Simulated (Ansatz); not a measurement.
# Σ3 (112) boundary in bcc Mo, starting shift (0, 0.5): structure and resistance

Wanted: what the Σ3 (112) boundary in bcc Mo, starting shift (0, 0.5) costs an interconnect.

Program: Ansatz 0.2.0. Level of theory: Ansatz plane-wave DFT, PBE, PAW files; relaxation of a bicrystal slab with its lowest layers held; PAW set soft_1, in the first sound run; inputs show where later runs differ. Results are calculated unless marked as measured.

### 1. The structure

The cell holds 14 atoms: 14 Mo. Its edges and angles: a = 2.725 Å, b = 4.451 Å, c = 28.987 Å, α = 90.0°, β = 90.0°, γ = 90.0°. It derives from Mo. built on the (1 1 2) plane; 2 overlapping atoms removed and the grains opened by 0 Å. Vacuum lies along c.

### 2. Relaxing the bicrystal

The boundary is built by mirroring the lower grain in the boundary plane and removing any atoms that overlap. A thin bicrystal slab is relaxed first, with the lowest layers held and the upper grain free to shift and open.

File input.yaml:

```yaml
crystal:
  lattice:
    - [2.7253819457, 0.0, 0.0]
    - [0.0, 4.4505300808, 0.0]
    - [0.0, 0.0, 28.9866031814]
  atoms:
    - { symbol: Mo, position: [0.9999999999, 0.0, 0.1724934781] }
    - { symbol: Mo, position: [0.3333333333, 0.5, 0.2168159315] }
    - { symbol: Mo, position: [0.6666666666, 0.0, 0.261138385] }
    - { symbol: Mo, position: [1.0, 0.5, 0.3054608384] }
    - { symbol: Mo, position: [0.3333333333, 0.0, 0.3497832919] }
    - { symbol: Mo, position: [0.6666666667, 0.5, 0.3941057453] }
    - { symbol: Mo, position: [0.0, 0.0, 0.4384281987] }
    - { symbol: Mo, position: [0.3333333333, 0.5, 0.5270731056] }
    - { symbol: Mo, position: [1.0, 0.0, 0.5713955591] }
    - { symbol: Mo, position: [0.6666666666, 0.5, 0.6157180125] }
    - { symbol: Mo, position: [0.3333333333, 0.0, 0.660040466] }
    - { symbol: Mo, position: [0.9999999999, 0.5, 0.7043629194] }
    - { symbol: Mo, position: [0.6666666666, 0.0, 0.7486853729] }
    - { symbol: Mo, position: [0.3333333332, 0.5, 0.7930078263] }
kpoints:
  mp_grid: { grid: [9, 5, 1] }
hamiltonian:
  xc: pbe
  pseudopotentials: { kind: paw, azcp: { folder: soft_1 } }
scf:
  occupations: { method: fermi_dirac, width: 0.1 }
relax:
  f_tol: 0.03
  max_steps: 80
  constraints: [{ sites: [0, 1, 2] }]
```

Command:

```bash
> ansatz run input.yaml --threads 4 --pin off --max-ram 15360MiB --backend cpu --events-out ev --progress --plain --runs-dir out
```

Numbers of over 12 decimals in the logs are rounded to 6 here.

Log:

```text
Engine: ansatz 0.2.0, aarch64-unknown-linux-gnu
Pseudopotentials: kind: paw
Pseudopotential: Mo, paw, valence charge 14, recommended cutoff 420 eV (normal), soft_1/Mo.paw.azcp
Functional definition: PBE
  parameter kappa = 0.804
  parameter beta = 0.066725
  exchange = pbe_x(kappa = kappa, mu = beta*pi^2/3)
  correlation = pbe_c(beta = beta)
Crystal: 14 atoms, lattice volume = 351.590 Å³
Basis set: ecut = 420 eV, 6951 PW (Γ), exchange–correlation on 40×60×400 points (8 copies of the dense FFT grid, shifted against one another)
Bands: 118, of which v1, the nominal top of the filled ones, is band 98 counted from 1 (97 counted from 0)
Symmetry: 2 space group operations
Space group: Pm (ITA 6), of the structure as read, at distance tolerance 7.1e-5 Å
k-points: 15 of 45 (time reversal used)
Non-local potential: Mo, projectors of the file, l = 0: 3, l = 1: 2, l = 2: 2, l = 3: 1
PAW form: soft (Blöchl's): semilocal exchange-correlation on the pseudo side does not see the compensation charge
PAW one-centre angular grid: Mo, 590 points (default); XC on 64 Gauss nodes
Initial density: superposition of atomic densities (neutral atoms: chi_scale 0, normalization atom)
Initial wavefunctions: pseudopotential atomic-orbital guess
Functional: x = pbe(κ = 0.804, μ = 0.219515), c = pbe(β = 0.066725)
SCF iter   1: F=—  HF=-69388.641622 eV  |F-HF|=—  |Δ(HF+E_count)|=         —  Δρ=8.61e-2  dr2=9.57e1  ethr=3.10e-3  ⟨swp⟩=7.3  Hψ=7569  notcnv=0
preconditioner: auto → LDOS  [metal: Δε(μ)=0.039 eV  Ē_g=4.325 eV  σ=0.100 eV  W_gap=0.10  n_scr=78 (ndim 8)  ℏωp=18.2 eV  f_vac=0.278  D(μ)=12.66/eV (n_scr^D=82)  β→1.0]
SCF iter   2: F=—  HF=-69382.314377 eV  |F-HF|=—  |Δ(HF+E_count)|=    6.33e0  Δρ=6.16e-2  dr2=7.19e1  ethr=3.10e-3  ⟨swp⟩=4.6  Hψ=4923  notcnv=0
SCF iter   3: F=—  HF=-69377.485396 eV  |F-HF|=—  |Δ(HF+E_count)|=    4.83e0  Δρ=1.12e-2  dr2=1.22e0  ethr=3.10e-3  ⟨swp⟩=4.1  Hψ=4139  notcnv=0
SCF iter   4: F=—  HF=-69377.351112 eV  |F-HF|=—  |Δ(HF+E_count)|=   1.34e-1  Δρ=3.99e-3  dr2=1.25e-1  ethr=6.22e-4  ⟨swp⟩=2.9  Hψ=3086  notcnv=0
SCF iter   5: F=—  HF=-69377.339292 eV  |F-HF|=—  |Δ(HF+E_count)|=   1.18e-2  Δρ=1.40e-3  dr2=2.88e-2  ethr=6.36e-5  ⟨swp⟩=2.8  Hψ=3226  notcnv=0
SCF iter   6: F=—  HF=-69377.339956 eV  |F-HF|=—  |Δ(HF+E_count)|=   6.63e-4  Δρ=5.32e-4  dr2=1.99e-3  ethr=1.47e-5  ⟨swp⟩=2.2  Hψ=2401  notcnv=0
SCF iter   7: F=—  HF=-69377.339701 eV  |F-HF|=—  |Δ(HF+E_count)|=   2.55e-4  Δρ=1.79e-4  dr2=3.19e-4  ethr=1.01e-6  ⟨swp⟩=2.5  Hψ=3000  notcnv=0
SCF iter   8: F=—  HF=-69377.339778 eV  |F-HF|=—  |Δ(HF+E_count)|=   7.71e-5  Δρ=1.01e-4  dr2=7.54e-5  ethr=1.63e-7  ⟨swp⟩=2.3  Hψ=2414  notcnv=0
SCF iter   9: F=-69377.339766 eV  HF=-69377.339776 eV  |F-HF|=1.02e-5  |Δ(HF+E_count)|=   1.75e-6  Δρ=2.72e-5  dr2=1.35e-5  ethr=1.15e-8  ⟨swp⟩=5.1  Hψ=6313  notcnv=0
SCF 1 converged in 9 iterations: F = -69377.339766 eV  dr2 = 1.35e-5
  greatest PAW one-centre occupation: 0.999 electrons in one spin orbital (limit 2), on the Mo atom at site 4 (counted from 0), in its partial waves of l = 0
relax step   1: F+E_penalty+E_count = -69377.33976623 eV  Δ(F+E_penalty+E_count) = +0.000e0 eV  max|allowed force component| = 1.506e0 eV/Å  Δτ_max = 0.0000 Å  (9 SCF iters, dr2 threshold 2.25e-5 eV, accepted)
Initial density: handed on by an earlier stage of this run
Initial wavefunctions: those handed on with the density
SCF iter   1: F=—  HF=-69378.226954 eV  |F-HF|=—  |Δ(HF+E_count)|=         —  Δρ=1.93e-2  dr2=6.14e0  ethr=3.10e-3  ⟨swp⟩=5.3  Hψ=4307  notcnv=0
preconditioner: auto → LDOS  [metal: Δε(μ)=0.024 eV  Ē_g=3.789 eV  σ=0.100 eV  W_gap=0.06  n_scr=78 (ndim 8)  ℏωp=18.2 eV  f_vac=0.286  D(μ)=11.65/eV (n_scr^D=74)  β→1.0]
SCF iter   2: F=—  HF=-69378.029836 eV  |F-HF|=—  |Δ(HF+E_count)|=   1.97e-1  Δρ=6.44e-3  dr2=4.95e-1  ethr=3.10e-3  ⟨swp⟩=2.0  Hψ=2226  notcnv=0
SCF iter   3: F=—  HF=-69377.992432 eV  |F-HF|=—  |Δ(HF+E_count)|=   3.74e-2  Δρ=2.51e-3  dr2=6.39e-2  ethr=2.52e-4  ⟨swp⟩=2.3  Hψ=2760  notcnv=0
SCF iter   4: F=—  HF=-69377.984232 eV  |F-HF|=—  |Δ(HF+E_count)|=   8.20e-3  Δρ=4.93e-4  dr2=2.18e-3  ethr=3.26e-5  ⟨swp⟩=2.7  Hψ=3005  notcnv=0
SCF iter   5: F=—  HF=-69377.983853 eV  |F-HF|=—  |Δ(HF+E_count)|=   3.79e-4  Δρ=1.44e-4  dr2=1.14e-4  ethr=1.11e-6  ⟨swp⟩=2.9  Hψ=3340  notcnv=0
SCF iter   6: F=-69377.983867 eV  HF=-69377.983867 eV  |F-HF|=8.70e-7  |Δ(HF+E_count)|=   1.35e-5  Δρ=5.33e-5  dr2=1.27e-5  ethr=5.10e-8  ⟨swp⟩=2.8  Hψ=6728  notcnv=0
SCF 2 converged in 6 iterations: F = -69377.983867 eV  dr2 = 1.27e-5
  greatest PAW one-centre occupation: 0.999 electrons in one spin orbital (limit 2), on the Mo atom at site 11 (counted from 0), in its partial waves of l = 0
relax step   2: F+E_penalty+E_count = -69377.98386739 eV  Δ(F+E_penalty+E_count) = -6.441e-1 eV  max|allowed force component| = 8.054e-1 eV/Å  Δτ_max = 0.1944 Å  (6 SCF iters, dr2 threshold 1.00e-4 eV, accepted)
SCF iter   1: F=—  HF=-69378.846784 eV  |F-HF|=—  |Δ(HF+E_count)|=         —  Δρ=1.98e-2  dr2=8.66e0  ethr=3.10e-3  ⟨swp⟩=5.1  Hψ=4349  notcnv=0
preconditioner: auto → LDOS  [metal: Δε(μ)=0.028 eV  Ē_g=3.776 eV  σ=0.100 eV  W_gap=0.07  n_scr=78 (ndim 8)  ℏωp=18.2 eV  f_vac=0.289  D(μ)=11.93/eV (n_scr^D=78)  β→1.0]
SCF iter   2: F=—  HF=-69378.637901 eV  |F-HF|=—  |Δ(HF+E_count)|=   2.09e-1  Δρ=5.85e-3  dr2=3.72e-1  ethr=3.10e-3  ⟨swp⟩=2.0  Hψ=2235  notcnv=0
SCF iter   3: F=—  HF=-69378.614889 eV  |F-HF|=—  |Δ(HF+E_count)|=   2.30e-2  Δρ=3.88e-3  dr2=1.05e-1  ethr=1.90e-4  ⟨swp⟩=2.5  Hψ=3346  notcnv=0
SCF iter   4: F=—  HF=-69378.595290 eV  |F-HF|=—  |Δ(HF+E_count)|=   1.96e-2  Δρ=6.12e-4  dr2=3.31e-3  ethr=5.36e-5  ⟨swp⟩=2.0  Hψ=3271  notcnv=0
SCF iter   5: F=—  HF=-69378.594450 eV  |F-HF|=—  |Δ(HF+E_count)|=   8.40e-4  Δρ=1.79e-4  dr2=3.34e-4  ethr=1.69e-6  ⟨swp⟩=3.1  Hψ=3065  notcnv=0
SCF iter   6: F=-69378.594415 eV  HF=-69378.594442 eV  |F-HF|=2.66e-5  |Δ(HF+E_count)|=   8.93e-6  Δρ=6.91e-5  dr2=3.84e-5  ethr=2.07e-8  ⟨swp⟩=3.4  Hψ=6797  notcnv=0
SCF 3 converged in 6 iterations: F = -69378.594415 eV  dr2 = 3.84e-5
relax step   3: F+E_penalty+E_count = -69378.59441488 eV  Δ(F+E_penalty+E_count) = -6.105e-1 eV  max|allowed force component| = 1.032e0 eV/Å  Δτ_max = 0.1945 Å  (6 SCF iters, dr2 threshold 4.05e-5 eV, accepted)
[... from here on, the SCF cycles and remarks between the steps are left out ...]
relax step   4: F+E_penalty+E_count = -69379.01422467 eV  Δ(F+E_penalty+E_count) = -4.198e-1 eV  max|allowed force component| = 5.388e-1 eV/Å  Δτ_max = 0.1988 Å  (6 SCF iters, dr2 threshold 1.00e-4 eV, accepted)
relax step   5: F+E_penalty+E_count = -69379.33817067 eV  Δ(F+E_penalty+E_count) = -3.239e-1 eV  max|allowed force component| = 4.529e-1 eV/Å  Δτ_max = 0.2000 Å  (6 SCF iters, dr2 threshold 7.91e-5 eV, accepted)
relax step   6: F+E_penalty+E_count = -69379.58106077 eV  Δ(F+E_penalty+E_count) = -2.429e-1 eV  max|allowed force component| = 2.325e-1 eV/Å  Δτ_max = 0.1948 Å  (6 SCF iters, dr2 threshold 5.59e-5 eV, accepted)
relax step   7: F+E_penalty+E_count = -69379.76538377 eV  Δ(F+E_penalty+E_count) = -1.843e-1 eV  max|allowed force component| = 1.453e-1 eV/Å  Δτ_max = 0.1950 Å  (7 SCF iters, dr2 threshold 1.42e-5 eV, accepted)
relax step   8: F+E_penalty+E_count = -69379.87119132 eV  Δ(F+E_penalty+E_count) = -1.058e-1 eV  max|allowed force component| = 1.234e-1 eV/Å  Δτ_max = 0.2000 Å  (7 SCF iters, dr2 threshold 5.57e-6 eV, accepted)
relax step   9: F+E_penalty+E_count = -69379.89654385 eV  Δ(F+E_penalty+E_count) = -2.535e-2 eV  max|allowed force component| = 8.183e-2 eV/Å  Δτ_max = 0.1619 Å  (7 SCF iters, dr2 threshold 5.95e-6 eV, accepted)
relax step  10: F+E_penalty+E_count = -69379.89725131 eV  Δ(F+E_penalty+E_count) = -7.075e-4 eV  max|allowed force component| = 4.068e-2 eV/Å  Δτ_max = 0.0162 Å  (5 SCF iters, dr2 threshold 2.95e-6 eV, accepted)
SCF iter   1: F=—  HF=-69379.897910 eV  |F-HF|=—  |Δ(HF+E_count)|=         —  Δρ=5.37e-4  dr2=1.65e-3  ethr=2.00e-5  ⟨swp⟩=2.0  Hψ=2605  notcnv=0
preconditioner: auto → LDOS  [metal: Δε(μ)=0.008 eV  Ē_g=3.971 eV  σ=0.100 eV  W_gap=0.02  n_scr=78 (ndim 8)  ℏωp=18.2 eV  f_vac=0.324  D(μ)=11.80/eV (n_scr^D=78)  β→1.0]
SCF iter   2: F=—  HF=-69379.897842 eV  |F-HF|=—  |Δ(HF+E_count)|=   6.83e-5  Δρ=1.97e-4  dr2=2.37e-4  ethr=8.42e-7  ⟨swp⟩=2.0  Hψ=3011  notcnv=0
SCF iter   3: F=—  HF=-69379.897799 eV  |F-HF|=—  |Δ(HF+E_count)|=   4.27e-5  Δρ=7.76e-5  dr2=4.52e-5  ethr=1.21e-7  ⟨swp⟩=2.3  Hψ=3166  notcnv=0
SCF iter   4: F=—  HF=-69379.897570 eV  |F-HF|=—  |Δ(HF+E_count)|=   2.29e-4  Δρ=1.93e-5  dr2=1.49e-6  ethr=2.31e-8  ⟨swp⟩=2.5  Hψ=3019  notcnv=0
SCF iter   5: F=—  HF=-69379.897570 eV  |F-HF|=—  |Δ(HF+E_count)|=   6.41e-7  Δρ=3.95e-6  dr2=1.07e-7  ethr=7.58e-10  ⟨swp⟩=2.7  Hψ=3311  notcnv=0
SCF iter   6: F=-69379.897569 eV  HF=-69379.897569 eV  |F-HF|=1.47e-9  |Δ(HF+E_count)|=   1.18e-8  Δρ=1.17e-6  dr2=1.02e-8  ethr=5.10e-11  ⟨swp⟩=4.9  Hψ=5947  notcnv=0
SCF 11 converged in 6 iterations: F = -69379.897569 eV  dr2 = 1.02e-8
relax step  11: F+E_penalty+E_count = -69379.89756950 eV  Δ(F+E_penalty+E_count) = -3.182e-4 eV  max|allowed force component| = 8.584e-3 eV/Å  Δτ_max = 0.0057 Å  (6 SCF iters, accepted)
SCF converged after 6 iterations
Free energy (F): -69379.897569 eV
Harris-Foulkes:  -69379.897569 eV  (|F-HF|=1.47e-9)
Internal energy: -69379.514353 eV  (E = F + TS)
E sigma→0 (E₀):  -69379.705961 eV
Entropy (-TS):   -0.383217 eV (-27.373 meV/atom)
Fermi energy:    11.591799 eV
--- Per-component energies (eV) ---
  E_band       = -2602.497106
  E_kinetic    = 5900.962255
  E_local      = -203462.517311  (includes V_loc(G=0)·N_el)
  E_nonlocal   = 2079.606845
  E_hartree    = 99092.527095
  E_xc         = -2460.859915
  E_vxc        = -3067.257535  (∫ρ·V_xc dr)
  E_paw        = -44966.504531  (= ΣΔE_a)
  E_vpaw       = -2238.358451  (= ΣTr[D̂ρ^β])
  E_aug_tail   = 0.000679  (compensation charges beyond the density's cutoff)
  E_ewald      = 74437.270529
  E_smearing   = -0.383217  (= −TS)
  E_closure    = -0.000000  (closes the sum)
  Σ components = -69379.897569   (vs F -69379.897569, Δ=0.00e0)
--- Forces (eV/Å), atoms counted from 1 ---
  atom   1  Mo    -0.05046800     0.00000000     1.51872888
  atom   2  Mo    -0.23672044    -0.00000000    -0.93780493
  atom   3  Mo     0.28674847     0.00000000    -0.58187431
  atom   4  Mo    -0.00204877    -0.00000000     0.00207358
  atom   5  Mo     0.00022040    -0.00000000    -0.00296578
  atom   6  Mo     0.00080393     0.00000000     0.00130141
  atom   7  Mo    -0.00179724     0.00000000     0.00273435
  atom   8  Mo     0.00161226    -0.00000000    -0.00098786
  atom   9  Mo     0.00038045     0.00000000    -0.00477501
  atom  10  Mo    -0.00160928     0.00000000     0.00152936
  atom  11  Mo     0.00358003    -0.00000000     0.00015076
  atom  12  Mo    -0.00642259    -0.00000000     0.00285568
  atom  13  Mo     0.00207129    -0.00000000    -0.00858381
  atom  14  Mo     0.00367367     0.00000000     0.00766332
  max |Σ_I F_I| component: 4.56e-5 eV/Å
--- Relaxed structure (11 steps of the walk, 11 accepted, 0 SCFs on fresh bases) ---
  F+E_penalty+E_count = -69379.89756950 eV   max|allowed force component| = 8.584e-3 eV/Å
  atoms:
    - { symbol: Mo, position: [1.000000, 0.0, 0.1724934781] }
    - { symbol: Mo, position: [0.3333333333, 0.5, 0.2168159315] }
    - { symbol: Mo, position: [0.6666666666, 0.0, 0.261138385] }
    - { symbol: Mo, position: [0.996624, 0.5, 0.305285] }
    - { symbol: Mo, position: [0.325828, 0, 0.350773] }
    - { symbol: Mo, position: [0.660019, 0.5, 0.395000] }
    - { symbol: Mo, position: [-0.010959, 0, 0.438665] }
    - { symbol: Mo, position: [0.336530, 0.5, 0.485719] }
    - { symbol: Mo, position: [0.983742, 0, 0.533302] }
    - { symbol: Mo, position: [0.663190, 0.5, 0.576013] }
    - { symbol: Mo, position: [0.325674, 0, 0.621930] }
    - { symbol: Mo, position: [1.004292, 0.5, 0.666231] }
    - { symbol: Mo, position: [0.647011, 0, 0.711210] }
    - { symbol: Mo, position: [0.311443, 0.5, 0.749130] }
```

The job ended after 2.9 min (4 threads of Arm Neoverse V1, shared host; peak memory 1.2 GiB).

Relaxation path:

| step | energy less that of the first step (eV) | largest force component (eV/Å) |
| --- | --- | --- |
| 1 | 0.0000 | 1.5063 |
| 2 | -0.6441 | 0.8054 |
| 3 | -1.2546 | 1.0322 |
| 4 | -1.6745 | 0.5388 |
| 5 | -1.9984 | 0.4529 |
| 6 | -2.2413 | 0.2325 |
| 7 | -2.4256 | 0.1453 |
| 8 | -2.5314 | 0.1234 |
| 9 | -2.5568 | 0.0818 |
| 10 | -2.5575 | 0.0407 |
| 11 | -2.5578 | 0.0086 |

Forces are held to the 2 operations that the run works with; a distortion that breaks them can't arise in this run.

The atoms that moved most (Å):

| atom | dx | dy | dz | length |
| --- | --- | --- | --- | --- |
| Mo14 | -0.060 | 0.000 | -1.272 | 1.273 |
| Mo8 | 0.009 | 0.000 | -1.199 | 1.199 |
| Mo10 | -0.009 | 0.000 | -1.151 | 1.151 |
| Mo12 | 0.012 | 0.000 | -1.105 | 1.105 |
| Mo9 | -0.044 | 0.000 | -1.104 | 1.105 |
| Mo11 | -0.021 | 0.000 | -1.105 | 1.105 |
| Mo13 | -0.054 | 0.000 | -1.086 | 1.088 |
| Mo5 | -0.020 | 0.000 | 0.029 | 0.035 |

This step gave:

| Property | Result |
| --- | --- |
| free energy | -69379.8976 eV |
| energy at zero smearing | -69379.7060 eV |
| Fermi energy | 11.59 eV |

The largest force component on a free atom ends at 0.0086 eV/Å, under the tolerance of 0.03, after 11 steps.

(Continued in part 2 of 3.)

[Logs are printed without paths, hosts, clocks, repeated set-up lines and the standing remarks that a program may print on its own settings, such as how far it seeks lower states.]

[Hosts, paths, dates, database ids (printed as entryN), source tags and the programs' standing remarks are cut or masked in the printed files.]
